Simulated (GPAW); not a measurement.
**PtS2 (1T monolayer): G0W0 with GPAW, start to end**

Wanted: ground state, empty states, screening and self-energy for PtS2 (1T monolayer).

Calculated with GPAW 26.7.0; LDA and many-body steps on it, plane waves.

## (1) Set-up

The cell holds 3 atoms: 1 Pt and 2 S. Cell: a = 3.621 Å, b = 3.621 Å, c = 13.900 Å, α = 90.0°, β = 90.0°, γ = 120.0°. Vacuum lies along c.

The start is a generated structure, not a measured one. Spin-orbit coupling is left out unless a step names it.

## (2) Relaxation

This step: GPAW 26.7.0; DFT, LDA, plane waves, PAW.

Gaps follow bond lengths, so the structure is brought to rest first.

Contents of run.py:

```python
import json
import numpy as np
from gpaw.mpi import world
from ase import Atoms
from ase.constraints import FixSymmetry
from ase.filters import FrechetCellFilter
from ase.optimize import BFGS
from gpaw import GPAW, PW, FermiDirac

atoms = Atoms(['Pt', 'S', 'S'],
    cell=[[3.6207302000, 0.0000000000, 0.0000000000],
      [-1.8103651000, 3.1356443334, 0.0000000000],
      [0.0000000000, 0.0000000000, 13.9000000000]],
    scaled_positions=[[0.0000000000, 0.0000000000, 0.5000000000],
      [0.3333333333, 0.6666666667, 0.6058446309],
      [0.6666666667, 0.3333333333, 0.3941553691]],
    pbc=(True, True, False))
atoms.set_constraint(FixSymmetry(atoms))
atoms.calc = GPAW(mode=PW(550),
    xc='LDA',
    kpts={'size': (9, 9, 1), 'gamma': True},
    occupations=FermiDirac(0.02),
    convergence={'density': 1e-5},
    txt='relax.txt')
steps = []
opt = BFGS(FrechetCellFilter(atoms, mask=[1, 1, 0, 0, 0, 1]), logfile='bfgs.log')
opt.attach(lambda: steps.append([atoms.get_potential_energy(), atoms.cell[:], atoms.positions.copy(), atoms.get_forces()]))
converged = opt.run(fmax=0.03, steps=50)
res = {'converged': bool(converged), 'steps': steps, 'cell': atoms.cell[:], 'frac': atoms.get_scaled_positions()}

if world.rank == 0:
    with open('result.json', 'w') as f:
        json.dump(res, f, default=lambda x: x.tolist())
```

Run with:

```sh
$ mpirun -n 16 gpaw python run.py
```

Numbers of over 12 decimals in the logs are rounded to 6 here.

What it wrote:

```text
Step     Time          Energy          fmax
BFGS:    0       -17.172186        3.098768
BFGS:    1       -17.595466        2.669814
BFGS:    2       -18.235287        1.430927
[...]
BFGS:    8       -18.362040        0.052570
BFGS:    9       -18.362269        0.008621
```

Wall time 32 s (16 MPI ranks of Arm Neoverse V1, shared host); peak memory 3.2 GiB; 8.1 min of CPU time.

Step by step:

```csv
step,energy less that of the first step (eV),largest force (eV/Å)
1,0.0000,3.0988
2,-0.4233,2.6698
3,-1.0631,0.8346
4,-1.1486,0.5688
5,-1.1609,0.2776
6,-1.1669,0.1356
7,-1.1785,0.0599
8,-1.1872,0.1176
9,-1.1899,0.0526
10,-1.1901,0.0086
```

The atoms that moved most (Å):

```csv
atom,dx,dy,dz,length
S2,0.000,0.000,-0.259,0.259
S3,0.000,0.000,0.259,0.259
```

Final coordinates:

```cif
data_structure
_symmetry_space_group_name_H-M 'P 1'
_symmetry_Int_Tables_number 1
_cell_length_a 3.5075
_cell_length_b 3.5075
_cell_length_c 13.9000
_cell_angle_alpha 90.000
_cell_angle_beta 90.000
_cell_angle_gamma 120.000
_cell_volume 148.09
loop_
_atom_site_label
_atom_site_type_symbol
_atom_site_fract_x
_atom_site_fract_y
_atom_site_fract_z
_atom_site_occupancy
Pt1 Pt 0.00000 0.00000 0.50000 1
S2 S 0.33333 0.66667 0.58721 1
S3 S 0.66667 0.33333 0.41279 1
```

## (3) Ground state

The ground-state density comes first.

Contents of run.py:

```python
import json
import numpy as np
from gpaw.mpi import world
from ase import Atoms
from gpaw import GPAW, PW, FermiDirac

atoms = Atoms(['Pt', 'S', 'S'],
    cell=[[3.5074890838, 0.0000000000, 0.0000000000],
      [-1.7537445419, 3.0375746501, 0.0000000000],
      [0.0000000000, 0.0000000000, 13.9000000000]],
    scaled_positions=[[0.0000000000, 0.0000000000, 0.5000000000],
      [0.3333333333, 0.6666666667, 0.5872098398],
      [0.6666666667, 0.3333333333, 0.4127901602]],
    pbc=(True, True, False))
calc = GPAW(mode=PW(450),
    xc='LDA',
    kpts={'size': (12, 12, 1), 'gamma': True},
    occupations=FermiDirac(0.001),
    nbands=-7,
    convergence={'density': 1e-6, 'bands': -3},
    maxiter=100,
    txt='gs.txt')
atoms.calc = calc
res = {'energy': atoms.get_potential_energy()}
kpts = calc.get_ibz_k_points()
res['kpts'] = kpts
res['eigenvalues'] = [calc.get_eigenvalues(kpt=k) for k in range(len(kpts))]
res['n_electrons'] = calc.get_number_of_electrons()
calc.write('gs.gpw')

if world.rank == 0:
    with open('result.json', 'w') as f:
        json.dump(res, f, default=lambda x: x.tolist())
```

Run with:

```sh
$ mpirun -n 16 gpaw python run.py
```

What it wrote:

```text
__  _  _
 | _ |_)|_||  |
 |__||  | ||/\| - 26.7.0

Input parameters:
  mode=PW(ecut=450.000000),
  convergence={'density': 1e-06, 'bands': -3},
  kpts=MonkhorstPack(size=(12, 12, 1), gamma=True),
  maxiter=100,
  nbands=-7,
  occupations=Occupations(name='fermi-dirac', width=0.001, fixmagmom=False),
  xc=XC(name='LDA')
  [... matrices ...]
Diagonalizing LCAO Hamiltonian
Converting LCAO to pw mode

         S

       Pt
            S

Atoms  # Å, Bohr magnetons
|   | symbol |         x |        y |        z |    initial magnetic moments |
| 0 |     Pt |  0.000000 | 0.000000 | 6.950000 | ( 0.0000,  0.0000,  0.0000) |
| 1 |      S | -0.000000 | 2.025050 | 8.162217 | ( 0.0000,  0.0000,  0.0000) |
| 2 |      S |  1.753745 | 1.012525 | 5.737783 | ( 0.0000,  0.0000,  0.0000) |

Unit cell  # Å
| periodic |         x |        y |         z |   lengths |     angles |
|      yes |  3.507489 | 0.000000 |  0.000000 |  3.507489 |  90.000000 |
|      yes | -1.753745 | 3.037575 |  0.000000 |  3.507489 |  90.000000 |
|       no |  0.000000 | 0.000000 | 13.900000 | 13.900000 | 120.000000 |

Number of symmetries: 12
Symmetry operations  # r_c * U_cc + t_c -> r_c
|    | kind |            matrix            |
|  0 |  σ   |  1, 1, 0,  0,-1, 0,  0, 0, 1 |
|  1 |  S6  |  1, 1, 0, -1, 0, 0,  0, 0,-1 |
|  2 |  E   |  1, 0, 0,  0, 1, 0,  0, 0, 1 |
|  3 |  C2  |  1, 0, 0, -1,-1, 0,  0, 0,-1 |
|  4 |  C2  |  0, 1, 0,  1, 0, 0,  0, 0,-1 |
|  5 |  C3  |  0, 1, 0, -1,-1, 0,  0, 0, 1 |
|  6 |  S6  |  0,-1, 0,  1, 1, 0,  0, 0,-1 |
|  7 |  σ   |  0,-1, 0, -1, 0, 0,  0, 0, 1 |
|  8 |  σ   | -1, 0, 0,  1, 1, 0,  0, 0, 1 |
|  9 |  i   | -1, 0, 0,  0,-1, 0,  0, 0,-1 |
| 10 |  C3  | -1,-1, 0,  1, 0, 0,  0, 0, 1 |
| 11 |  C2  | -1,-1, 0,  0, 1, 0,  0, 0,-1 |

BZ-sampling:
  Number of BZ points: 144
  Number of IBZ points: 19

  Monkhorst-Pack size: [12, 12, 1]
  Monkhorst-Pack shift: [0.041667, 0.041667, 0.0]

K-points  # in reciprocal-cell coordinates
|     |                                coordinates |     weight |
|   0 | ( -0.00000000,  -0.00000000,   0.00000000) | 0.00694444 |
|   1 | (  0.08333333,  -0.00000000,   0.00000000) | 0.04166667 |
|   2 | (  0.16666667,  -0.08333333,   0.00000000) | 0.04166667 |
|   3 | (  0.16666667,  -0.00000000,   0.00000000) | 0.04166667 |
|   4 | (  0.25000000,  -0.08333333,   0.00000000) | 0.08333333 |
|   5 | (  0.25000000,  -0.00000000,   0.00000000) | 0.04166667 |
|   6 | (  0.33333333,  -0.16666667,   0.00000000) | 0.04166667 |
|   7 | (  0.33333333,  -0.08333333,   0.00000000) | 0.08333333 |
|   8 | (  0.33333333,  -0.00000000,   0.00000000) | 0.04166667 |
|   9 | (  0.33333333,   0.33333333,   0.00000000) | 0.01388889 |
| ... |                                            |            |
|  18 | (  0.50000000,   0.50000000,   0.00000000) | 0.02083333 |

Plane wave coefficients: 3264
Cutoff: 450.000000 eV

Spin-components: 1 (collinear spins)
Bands:           21
Projectors:      16
Spin-degeneracy: 2
Datatype:        complex128

  Storage: CPU
  Wave functions: 20_154_288 bytes (1_259_643 per core)
  Projectors: 22_073_744 bytes (1_379_609 per core)
  [... matrices ...]
Parallelization:
  kpt:    4
  domain: 4
  band:   1

Density:
  Valence electrons: 28.0
  Components: 1
  Grid points: [18 18 70]
  Charge: 0.0  # |e|

Potential:
  Grid points: [18 18 70]

species:
  Pt:
    name:    Platinum
    Z:       78.0
    valence: 16
    core:    62
    charge:  0.0  # [|e|]
    compensation charges:
      type: gauss
      rc: 0.41  # [Å]
      lmax: 2
    cutoffs:
      filter: 2.26  # [Å]
      core: 2.26  # [Å]
    projectors
    | kind |    occ | energy [eV] | rcut [Å] |
    |   6s |  1.000 |      -5.930 |    1.307 |
    |   5p |  6.000 |     -56.318 |    1.371 |
    |   6p |  0.000 |      -0.962 |    1.371 |
    |   5d |  9.000 |      -6.387 |    1.307 |
    |    s |        |      21.281 |    1.307 |
    |    d |        |      20.825 |    1.307 |

    Using partial waves for Pt as LCAO basis

  S:
    name:    Sulfur
    Z:       16.0
    valence: 6
    core:    10
    charge:  0.0  # [|e|]
    compensation charges:
      type: gauss
      rc: 0.24  # [Å]
      lmax: 2
    cutoffs:
      filter: 1.77  # [Å]
      core: 1.66  # [Å]
    projectors
    | kind |    occ | energy [eV] | rcut [Å] |
    |   3s |  2.000 |     -17.278 |    0.974 |
    |   3p |  4.000 |      -7.106 |    0.979 |
    |    s |        |       9.933 |    0.974 |
    |    p |        |      20.105 |    0.979 |
    |    d |        |       0.000 |    0.900 |

    Using partial waves for S as LCAO basis

Reference energy: -521745.916756  # eV

eigensolver:
  PPCG
  Converge bands: -3
  niter=2

density mixing:
  MSR1-Mixer
  Pratt-step length: 0.05
  Maximum mixing coefficient: 0.75
  Old densities: 10
  SVD Regularization: 0.005
  Good broyden scale: 1.0
  Trust region scale: 1.0
  Backstep threshold: 4.0
  History deletion threshold: 6.0
  Fourier metric: weight=20.0, sigma=0.015

occupation numbers:
  Fermi-Dirac:
    width: 0.0010  # eV

poisson solver:
  ecut: 3600.000000  # eV

xc functional:
  name: None

Initialization done in: 1.559 s

convergence criteria:
- Maximum integral of absolute [dens]ity change: 1e-06 electrons / valence electron
- Maximum [total energy] change in last 3 cyles: 0.0005 eV / valence electron
- Maximum integral of absolute [eigenst]ate change: 4e-08 eV^2 / valence electron
maximum number of iterations: 100

SCF iterations
|iter     |     time |      energy | eigst |  dens |
|iter:   1|  |  -19.889485 | +0.85 |       |
|iter:   2|  |  -19.405050 | -0.45 | -1.07 |
|iter:   3|  |  -18.411958 | -0.78 | -1.13 |
|iter:   4|  |  -18.366768 | -2.17 | -1.63 |
|iter:   5|  |  -18.343660 | -2.71 | -1.87 |
|iter:   6|  |  -18.343104 | -3.61 | -2.68 |
|iter:   7|  |  -18.343100c| -4.49 | -3.15 |
|iter:   8|  |  -18.343104c| -5.18 | -3.95 |
|iter:   9|  |  -18.343104c| -5.78 | -4.53 |
|iter:  10|  |  -18.343104c| -6.26 | -4.87 |
|iter:  11|  |  -18.343104c| -6.85 | -5.55 |
|iter:  12|  |  -18.343104c| -7.30 | -6.27c|
|iter:  13|  |  -18.343104c| -7.63c| -6.66c|

Converged in 13 steps
SCF loop duration: 5.818 s (0.448 s/step)
Energy contributions relative to reference atoms: (reference = -521745.916756)
  [... matrices ...]
Energy contributions:
  Kinetic:           4.924939
  Coulomb:          -6.930417
  Zero:             -0.491201
  External:          0.000000
  Xc:              -15.846425
  Entropy:          -0.000000
  Spinorbit:         0.000000
  ----------------------------
  Free energy:     -18.343104
  Extrapolated:    -18.343104

dipole moment: (-6.098848, -10.563515, 0.000005)  # |e|*Ang

Fermi level: -0.209
Eigenvalues  # (at kpt = [-0.000, -0.000, 0.000])
| band index |      eig [eV] | occ [0-2] |
|          0 |       -54.786 |     2.000 |
|        ... |               |           |
|          6 |        -7.676 |     2.000 |
|          7 |        -7.253 |     2.000 |
|          8 |        -4.879 |     2.000 |
|          9 |        -4.878 |     2.000 |
|         10 |        -2.562 |     2.000 |
|         11 |        -2.545 |     2.000 |
|         12 |        -2.020 |     2.000 |
|         13 |        -2.020 |     2.000 |
|         14 |         1.619 |     0.000 |
|         15 |         1.619 |     0.000 |
|         16 |         3.691 |     0.000 |
|         17 |         3.956 |     0.000 |
|         18 |         4.791 |     0.000 |
|         19 |         5.204 |     0.000 |
|         20 |         6.973 |     0.000 |

Gap: 1.763 eV
Transition (v -> c):
  (s=0, k=6, n=13, [0.33, -0.17, 0.00]) -> (s=0, k=5, n=14, [0.25, -0.00, 0.00])
Direct/indirect transitions are different
Direct gap: 1.937 eV
Transition at: (s=0, k=5, n=13, [0.25, -0.00, 0.00])
vacuum-level: 4.772  # V
# Writing to gs.gpw (mode='')
  [... matrices ...]
```

Wall time 9.9 s (16 MPI ranks); peak memory 2.3 GiB.

This step gave:

- total energy: -18.34 eV
- gap: 1.763 eV
- k of the valence top: 0.3333, -0.1667, 0
- k of the conduction bottom: 0.25, 0, 0
- least direct gap: 1.937 eV

The gap is indirect, with the least direct gap 0.17 eV higher.

## (4) Bands along the symmetry lines

The cheap functional maps the bands first; the places of the edges decide which points the dearer methods must see.

Contents of run.py:

```python
import json
import numpy as np
from gpaw.mpi import world
from gpaw import GPAW

path = [[0.000000, 0.000000, 0.000000],
    [0.062500, 0.000000, 0.000000],
    [0.125000, 0.000000, 0.000000],
    [0.187500, 0.000000, 0.000000],
    [0.250000, 0.000000, 0.000000],
    [0.312500, 0.000000, 0.000000],
    [0.375000, 0.000000, 0.000000],
    [0.437500, 0.000000, 0.000000],
    [0.500000, 0.000000, 0.000000],
    [0.479167, 0.041667, 0.000000],
    [0.458333, 0.083333, 0.000000],
    [0.437500, 0.125000, 0.000000],
    [0.416667, 0.166667, 0.000000],
    [0.395833, 0.208333, 0.000000],
    [0.375000, 0.250000, 0.000000],
    [0.354167, 0.291667, 0.000000],
    [0.333333, 0.333333, 0.000000],
    [0.291667, 0.291667, 0.000000],
    [0.250000, 0.250000, 0.000000],
    [0.208333, 0.208333, 0.000000],
    [0.166667, 0.166667, 0.000000],
    [0.125000, 0.125000, 0.000000],
    [0.083333, 0.083333, 0.000000],
    [0.041667, 0.041667, 0.000000],
    [0.000000, 0.000000, 0.000000]]
calc = GPAW('gs.gpw').fixed_density(kpts=path,
    symmetry='off',
    nbands=24,
    convergence={'bands': 20},
    txt='bands.txt')
res = {}
kpts = calc.get_ibz_k_points()
res['kpts'] = kpts
res['eigenvalues'] = [calc.get_eigenvalues(kpt=k) for k in range(len(kpts))]
res['n_electrons'] = calc.get_number_of_electrons()

if world.rank == 0:
    with open('result.json', 'w') as f:
        json.dump(res, f, default=lambda x: x.tolist())
```

Run with:

```sh
$ mpirun -n 16 gpaw python run.py
```

What it wrote:

```text
Diagonalizing LCAO Hamiltonian
Converting LCAO to pw mode
convergence criteria:
- Maximum integral of absolute [eigenst]ate change: 4e-08 eV^2 / valence electron
maximum number of iterations: 100

SCF iterations
|iter     |     time |      energy | eigst |  dens |
|iter:   1|  |             | +1.33 |       |
|iter:   2|  |             | +0.16 |       |
|iter:   3|  |             | -1.19 |       |
[...]
|iter:  10|  |             | -6.63 |       |
|iter:  11|  |             | -7.29 |       |
|iter:  12|  |             | -7.75c|       |
SCF steps: 12
  __  _  _
 | _ |_)|_||  |
 |__||  | ||/\| - 26.7.0

Input parameters:
  mode=PW(ecut=450.000000),
  convergence={'bands': 20},
  gpts=array([18, 18, 70]),
  kpts=KPoints(kpts=array([[0.      , 0.      , 0.      ],
         [0.0625  , 0.      , 0.      ],
         [0.125   , 0.      , 0.      ],
         [0.1875  , 0.      , 0.      ],
[...]
[0.479167, 0.041667, 0.      ],
         [0.458333, 0.083333, 0.      ],
[...]
[0.416667, 0.166667, 0.      ],
[...]
[0.25    , 0.25    , 0.      ],
[...]
[0.125   , 0.125   , 0.      ],
         [0.083333, 0.083333, 0.      ],
         [0.041667, 0.041667, 0.      ],
         [0.      , 0.      , 0.      ]])),
  maxiter=100,
  nbands=24,
  occupations=Occupations(name='fermi-dirac', width=0.001, fixmagmom=False),
  parallel={},
  symmetry=Symmetry(point_group=False, time_reversal=False),
  xc=XC(name='LDA')
  [... matrices ...]
timing:  # [seconds]
  Total: 0.040  # ━━━━━━━━━━━━━━━━━━━━━━━━━━━━━━━━━━━━━━━━━━━━━━━━━━━━━━━━━━━
```

Elapsed: 12 s, on 16 MPI ranks; peak memory 2.8 GiB.

This step gave:

```yaml
gap: 1.763 eV
k_of_the_valence_top: 0.1667, 0.1667, 0
k_of_the_conduction_bottom: 0.25, 0, 0
least_direct_gap: 1.937 eV
```

The gap is 1.763 eV, as in the run before at this level.

The electronic bands at the labelled points (eV, zero at the top of the highest filled band):

```csv
point,band 11,band 12,band 13,band 14,band 15,band 16,band 17,band 18
Γ,-0.80,-0.79,-0.26,-0.26,3.38,3.38,5.45,5.71
halfway,-2.12,-0.44,-0.42,-0.17,1.76,2.89,6.16,6.83
M,-2.28,-2.12,-1.77,-1.47,2.96,3.13,5.50,6.55
halfway,-2.43,-2.39,-1.16,-0.80,2.33,2.72,6.29,7.71
K,-2.68,-2.41,-0.76,-0.76,2.17,2.17,7.02,8.94
halfway,-2.20,-0.85,-0.52,0.00,2.08,2.22,6.95,7.15
Γ,-0.80,-0.79,-0.26,-0.26,3.38,3.38,5.45,5.71
```

## (5) Empty states on the mesh, 12×12×1 mesh, 346 bands

The sums over transitions need many empty states on a uniform mesh; this step solves for them.

Contents of run.py:

```python
import json
import numpy as np
from gpaw.mpi import world
from gpaw import GPAW

calc = GPAW('gs.gpw').fixed_density(kpts={'size': (12, 12, 1), 'gamma': True},
    parallel={'domain': 1, 'band': 1},
    txt='nscf.txt')
calc.diagonalize_full_hamiltonian(nbands=346)
calc.write('full.gpw', mode='all')
res = {}
kpts = calc.get_ibz_k_points()
res['kpts'] = kpts
res['eigenvalues'] = [calc.get_eigenvalues(kpt=k) for k in range(len(kpts))]
res['n_electrons'] = calc.get_number_of_electrons()

if world.rank == 0:
    with open('result.json', 'w') as f:
        json.dump(res, f, default=lambda x: x.tolist())
```

Run with:

```sh
$ mpirun -n 16 gpaw python run.py
```

What it wrote:

```text
Diagonalizing LCAO Hamiltonian
Converting LCAO to pw mode
convergence criteria:
- Maximum integral of absolute [eigenst]ate change: 4e-08 eV^2 / valence electron
maximum number of iterations: 100

SCF iterations
|iter     |     time |      energy | eigst |  dens |
|iter:   1|  |             | +0.85 |       |
|iter:   2|  |             | -0.39 |       |
|iter:   3|  |             | -1.48 |       |
[...]
|iter:  13|  |             | -6.73 |       |
|iter:  14|  |             | -7.11 |       |
|iter:  15|  |             | -7.43c|       |
SCF steps: 15
  __  _  _
 | _ |_)|_||  |
 |__||  | ||/\| - 26.7.0

Input parameters:
  mode=PW(ecut=450.000000),
  convergence={'density': 1e-06, 'bands': -3},
  gpts=array([18, 18, 70]),
  kpts=MonkhorstPack(size=(12, 12, 1), gamma=True),
  maxiter=100,
  nbands=21,
  occupations=Occupations(name='fermi-dirac', width=0.001, fixmagmom=False),
  parallel={'domain': 1, 'band': 1},
  xc=XC(name='LDA')
Matrix size: 3157x3157
# Writing to full.gpw (mode='all')
  [... matrices ...]

timing:  # [seconds]
  Total: 84.005  # ━━━━━━━━━━━━━━━━━━━━━━━━━━━━━━━━━━━━━━━━━━━━━━━━━━━━━━━━━━
```

It took 95 s on 16 MPI ranks; peak memory 13 GiB.

This step gave:

| Quantity | Value |
| --- | --- |
| gap | 1.763 eV |
| k of the valence top | 0.3333, -0.1667, 0 |
| k of the conduction bottom | 0.25, 0, 0 |
| least direct gap | 1.937 eV |
| k points computed | 19 |
| lowest point of the top converged band, above the valence top | 97.8882 eV |

On this mesh the gap is 1.763 eV.

[end of part 1 of 2]

[Paths, hosts, dates, memory and timing lines, banners, echoed tables and standing remarks are left out of the program output.]

[Logs are printed without paths, hosts, clocks, repeated set-up lines and the standing remarks that a program may print on its own settings, such as how far it seeks lower states.]

[Runs of the session that timed out or met a known fault of the program may be left out.]

[Hosts, paths, dates, database ids (printed as entryN), source tags and the programs' standing remarks are cut or masked in the printed files.]
